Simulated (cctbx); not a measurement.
## What is wrong with this refinement?

Cell a = 13.4480 Å, b = 6.8670 Å, c = 16.8860 Å, α = 90.00°, β = 90.00°, γ = 90.00°; space group Pnma (no. 62).

The data are simulated with cctbx, not measured: Cu Kα, λ = 1.54184 Å, to d = 0.83 Å, 95 % of the full sphere, strongest reflection 70000 counts, noise from counting, a 6 % proportional error and a noise floor of 8 counts (s.d.); no absorption.

An anisotropic refinement with weights 1/σ² prints:

```text
Rint 0.052, 1557 unique reflections to 0.83 A
cycle     R1     wR2    GooF  max shift (A)
   1  0.0672  0.1796   4.332   0.00406
   2  0.0255  0.0731   1.764   0.00000
final R1 0.0255 wR2 0.0731 GooF 1.764  parameters 84  data/parameter 18.5
atom        x        y        z      Ueq    occ   su(xyz)  su(Uiso or U11)
Rb1    0.50058  0.75000  0.75941   0.0187  1.000  0.00003  0.0002
Ti1    0.67621  0.75000  0.15516   0.0266  1.000  0.00007  0.0005
Ti2    0.25482  0.47637  0.50906   0.0227  1.000  0.00009  0.0004
Ti3    0.68456  0.75000  0.34725   0.0412  1.000  0.00008  0.0006
Cl1    0.10287  0.48809  0.41745   0.0231  1.000  0.00011  0.0004
Cl2    0.83179  0.75000  0.07139   0.0411  1.000  0.00011  0.0008
Cl3    0.67683  0.75000  0.92224   0.0258  1.000  0.00008  0.0006
Cl4    0.24903  0.48747  0.74651   0.0296  1.000  0.00013  0.0005
Cl5    0.53643  0.75000  0.24954   0.0247  1.000  0.00010  0.0006
Cl6    0.09086  0.50294  0.08310   0.0277  1.000  0.00012  0.0004
Si1    0.66403  0.75000  0.58135   0.0138  1.000  0.00009  0.0006
Cl7    0.85179  0.75000  0.40528   0.0266  1.000  0.00009  0.0006
difference map: max 1.62 min -0.46 rms 0.13
Q1    0.1907  0.7500  0.9158    4    1.66  0.36 A from Si1
Q2    0.1403  0.7500  0.9272    4    1.61  0.35 A from Si1
Q3    0.0246  0.7500  0.6576    4    0.36  1.44 A from Rb1
Q4    0.0206  0.2500  0.3957    4    0.33  2.01 A from Cl1
Q5    0.1714  0.2500  0.2535    4    0.31  2.10 A from Cl4
Q6    0.2013  0.7500  0.2388    4    0.30  1.47 A from Ti3
```

**Question.** Can this result stand? If not, what is the likely fault?

Mend it. The fault: wrong element: Si1 is Cl. Against the right model at the same level, R1 goes from 0.0172 to 0.0255 and GooF from 0.96 to 1.76, U of Si1 shrinks from 0.0238 to 0.0138 Å² and the top difference peak, 1.7 e/Å³, lies 0.36 Å from Si1. Si1 has 3 electrons too few and its U shrinks to make up, as expected.

The compound is RbTi4Cl11. The right model at the same level gives:

```text
Rint 0.052, 1557 unique reflections to 0.83 A
cycle     R1     wR2    GooF  max shift (A)
   1  0.0541  0.1469   3.543   0.00469
   2  0.0172  0.0398   0.961   0.00000
final R1 0.0172 wR2 0.0398 GooF 0.961  parameters 84  data/parameter 18.5
atom        x        y        z      Ueq    occ   su(xyz)  su(Uiso or U11)
Rb1    0.50059  0.75000  0.75943   0.0188  1.000  0.00002  0.0001
Ti1    0.67621  0.75000  0.15517   0.0267  1.000  0.00004  0.0003
Ti2    0.25483  0.47639  0.50909   0.0230  1.000  0.00005  0.0002
Ti3    0.68456  0.75000  0.34735   0.0413  1.000  0.00005  0.0003
Cl1    0.10281  0.48817  0.41748   0.0231  1.000  0.00006  0.0002
Cl2    0.83187  0.75000  0.07137   0.0412  1.000  0.00006  0.0004
Cl3    0.67678  0.75000  0.92224   0.0259  1.000  0.00005  0.0003
Cl4    0.24900  0.48755  0.74650   0.0297  1.000  0.00007  0.0003
Cl5    0.53639  0.75000  0.24956   0.0249  1.000  0.00005  0.0003
Cl6    0.09086  0.50293  0.08310   0.0277  1.000  0.00006  0.0002
Cl7    0.66410  0.75000  0.58135   0.0238  1.000  0.00005  0.0003
Cl8    0.85180  0.75000  0.40525   0.0268  1.000  0.00005  0.0003
difference map: max 0.36 min -0.45 rms 0.08
Q1    0.0229  0.7500  0.6573    4    0.37  1.44 A from Rb1
Q2    0.0210  0.2500  0.3973    4    0.36  2.00 A from Cl1
Q3    0.1923  0.6071  0.9236    8    0.33  1.06 A from Cl7
Q4    0.1196  0.6581  0.8209    8    0.33  1.87 A from Cl7
Q5    0.1291  0.7500  0.9323    4    0.30  0.52 A from Cl7
Q6    0.0467  0.7500  0.4375    4    0.30  1.98 A from Cl1
```

The model is made up (kin elements in a known structure type, no relaxation), so it says nothing on whether the phase exists.

[Middle refinement cycles are left out of these outputs.]

[Logs are printed without paths, hosts, clocks, repeated set-up lines and the standing remarks that a program may print on its own settings, such as how far it seeks lower states.]
